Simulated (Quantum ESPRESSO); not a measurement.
# Collinear magnetic orders of YSi2Ir2 with Quantum ESPRESSO, part 2 of 2

Wanted: the moments of YSi2Ir2 and the energy of each order that was tried.

Quantum ESPRESSO 7.5; LDA; plane waves with GBRV 1.5 LDA potentials, no spin-orbit coupling.

So far: The structure; Start 1: ferro ++; Start 2: antiferro q=(0,0,1/2) +−−+.

The database entry behind the starting cell differs from later determinations by our own check (c about 0.9 % long), so it need not match the best structure at ambient conditions.

## (4) Start 3: antiferro q=(1/2,1/2,1/2) +−−+

The cell is doubled to 10 atoms to hold this order.

Contents of pw.in:

```
&CONTROL
  calculation = 'scf'
  prefix = 'pwscf'
  outdir = './tmp'
  pseudo_dir = './pseudo'
  disk_io = 'nowf'
/
&SYSTEM
  ibrav = 0
  nat = 10
  ntyp = 4
  ecutwfc = 40
  ecutrho = 280
  nbnd = 63
  occupations = 'smearing'
  smearing = 'fd'
  degauss = 0.00734986
  nspin = 2
  starting_magnetization(1) = 0
  starting_magnetization(2) = 0
  starting_magnetization(3) = 0.0667
  starting_magnetization(4) = -0.0667
/
&ELECTRONS
  conv_thr = 2d-08
  electron_maxstep = 150
  mixing_beta = 0.3
/
ATOMIC_SPECIES
Y      88.9058 y_lda_v1.4.uspp.F.UPF
Si     28.0850 si_lda_v1.uspp.F.UPF
Ir1   192.2170 ir_lda_v1.2.uspp.F.UPF
Ir2   192.2170 ir_lda_v1.2.uspp.F.UPF
CELL_PARAMETERS angstrom
  -4.0500000000    4.0500000000    9.9050000000
   0.0000000000    0.0000000000    9.9050000000
   0.0000000000    4.0500000000    0.0000000000
ATOMIC_POSITIONS crystal
Y       0.0000000000    0.0000000000    0.0000000000
Y       0.5000000000    0.0000000000    0.0000000000
Si      0.0000000000    0.3750000000    0.0000000000
Si      0.5000000000    0.3750000000    0.0000000000
Si      0.0000000000    0.6250000000    0.0000000000
Si      0.5000000000    0.6250000000    0.0000000000
Ir1     0.0000000000    0.2500000000    0.5000000000
Ir2     0.5000000000    0.2500000000    0.5000000000
Ir2     0.5000000000    0.7500000000    0.5000000000
Ir1     0.0000000000    0.7500000000    0.5000000000
K_POINTS automatic
5 10 10 0 0 0
```

The run is started by

```sh
$ OMP_NUM_THREADS=1 mpirun -n 4 pw.x -nk 4 -in pw.in > pw.out
```

The program printed:

```text
     [... lines left out ...]
Program PWSCF v.7.5 starts
     [... lines left out ...]
     number of atoms/cell      =           10
     [... lines left out ...]
     number of electrons       =        98.00
     number of Kohn-Sham states=           63
     kinetic-energy cutoff     =      40.0000  Ry
     charge density cutoff     =     280.0000  Ry
     scf convergence threshold =      2.0E-08
     [... lines left out ...]
     16 Sym. Ops., with inversion, found ( 8 have fractional translation)
     [... lines left out ...]
     number of k points=    63  Fermi-Dirac smearing, width (Ry)=  0.0073
     [... lines left out ...]
     iteration # 14     ecut=    40.00 Ry     beta= 0.30
     [... lines left out ...]
     Magnetic moment per site  (integrated on atomic sphere of radius R)
     atom   1 (R=0.112)  charge=  8.9781  magn=  0.0000
     atom   2 (R=0.112)  charge=  8.9781  magn=  0.0000
     atom   3 (R=0.086)  charge=  1.9895  magn=  0.0000
     atom   4 (R=0.086)  charge=  1.9895  magn=  0.0000
     atom   5 (R=0.086)  charge=  1.9895  magn=  0.0000
     atom   6 (R=0.086)  charge=  1.9895  magn=  0.0000
     atom   7 (R=0.086)  charge= 11.6407  magn=  0.0000
     atom   8 (R=0.086)  charge= 11.6407  magn= -0.0000
     atom   9 (R=0.086)  charge= 11.6407  magn= -0.0000
     atom  10 (R=0.086)  charge= 11.6407  magn=  0.0000
     [... lines left out ...]
     the Fermi energy is    16.1161 ev
!    total energy              =    -952.53222137 Ry
     estimated scf accuracy    <          2.0E-09 Ry
     smearing contrib. (-TS)   =      -0.00791533 Ry
     [... lines left out ...]
     total magnetization       =    -0.00 Bohr mag/cell
     absolute magnetization    =     0.00 Bohr mag/cell
     convergence has been achieved in  14 iterations
```

It took 8.2 min on 4 MPI ranks of Arm Neoverse V2, shared host; peak memory 1.6 GiB; 33 min of CPU time.

The spin moment in the atom's sphere vanishes on all atoms.

Numbers from this step:

```
smearing term TS       : 0.1077 eV
magnetization          : 0 μB
absolute magnetization : 0 μB
final state            : non-magnetic
```

## (5) Run 4 (no spin polarisation)

Contents of pw.in:

```
&CONTROL
  calculation = 'scf'
  prefix = 'pwscf'
  outdir = './tmp'
  pseudo_dir = './pseudo'
  disk_io = 'nowf'
/
&SYSTEM
  ibrav = 0
  nat = 5
  ntyp = 3
  ecutwfc = 40
  ecutrho = 280
  nbnd = 34
  occupations = 'smearing'
  smearing = 'fd'
  degauss = 0.00734986
/
&ELECTRONS
  conv_thr = 1d-08
  electron_maxstep = 150
  mixing_beta = 0.3
/
ATOMIC_SPECIES
Y      88.9058 y_lda_v1.4.uspp.F.UPF
Si     28.0850 si_lda_v1.uspp.F.UPF
Ir    192.2170 ir_lda_v1.2.uspp.F.UPF
CELL_PARAMETERS angstrom
  -2.0250000000    2.0250000000    4.9525000000
   2.0250000000   -2.0250000000    4.9525000000
   2.0250000000    2.0250000000   -4.9525000000
ATOMIC_POSITIONS crystal
Y       0.0000000000    0.0000000000    0.0000000000
Si      0.3750000000    0.3750000000    0.0000000000
Si      0.6250000000    0.6250000000    0.0000000000
Ir      0.7500000000    0.2500000000    0.5000000000
Ir      0.2500000000    0.7500000000    0.5000000000
K_POINTS automatic
10 10 10 0 0 0
```

The program printed:

```text
     [... lines left out ...]
Program PWSCF v.7.5 starts
     [... lines left out ...]
     number of atoms/cell      =            5
     [... lines left out ...]
     number of electrons       =        49.00
     number of Kohn-Sham states=           34
     kinetic-energy cutoff     =      40.0000  Ry
     charge density cutoff     =     280.0000  Ry
     scf convergence threshold =      1.0E-08
     [... lines left out ...]
     16 Sym. Ops., with inversion, found
     [... lines left out ...]
     number of k points=   102  Fermi-Dirac smearing, width (Ry)=  0.0073
     [... lines left out ...]
     iteration # 11     ecut=    40.00 Ry     beta= 0.30
     [... lines left out ...]
     the Fermi energy is    16.1162 ev
!    total energy              =    -476.26610956 Ry
     estimated scf accuracy    <          5.4E-09 Ry
     smearing contrib. (-TS)   =      -0.00395754 Ry
     [... lines left out ...]
     convergence has been achieved in  11 iterations
```

Run time: 65 s. Hardware: 4 MPI ranks; peak memory 0.54 GiB; 4.3 min of CPU time.

Read from the output:

```
smearing term TS : 0.05385 eV
final state      : non-magnetic (no spin polarisation)
```

## (6) The states side by side

An order is kept where moments of 0.15 μB or more survive with the typed signs; meshes match where a doubled cell samples the same k points as the first cell.

Orders:

```
                         start   final state  typed order kept  energy over the lowest (meV a seeded atom)  largest site moment (μB)  net moment (μB a cell of the first run)  mesh matched  CPU time (s)
                      ferro ++  non-magnetic                no                                    0.007635                         0                                        0           yes         555.2
    antiferro q=(0,0,1/2) +--+  non-magnetic                no                                    0.007615                         0                                        0           yes          2662
antiferro q=(1/2,1/2,1/2) +--+  non-magnetic                no                                           0                         0                                        0           yes          1959
          no spin polarisation  non-magnetic                 -                                    0.007633                         0                                        0           yes         260.2
```

## (7) What came out

```yaml
lowest_state_found: non-magnetic (from ferro ++, antiferro q=(0,0,1/2) +--+, antiferro q=(1/2,1/2,1/2) +--+ and no spin polarisation)
largest_site_moment: 0 μB
```

**Reading.** The lowest state carries no moment, and no start kept one. This is the lowest of 4 collinear or spinless starts, no proof of the ground state. Energies are free energies at an electronic temperature of 1160 K, which lowers moments and differences where the moments are itinerant.

[Logs and program files are shortened in this print: banners, set-up blocks, solver, clock and traceback lines can be left out without a mark of their own.]

[Logs are printed without paths, hosts, clocks, repeated set-up lines and the standing remarks that a program may print on its own settings, such as how far it seeks lower states.]

[Hosts, paths, dates, database ids (printed as entryN), source tags and the programs' standing remarks are cut or masked in the printed files.]

[Where a cell is said to come from a database of computed structures, the database is the Materials Project.]
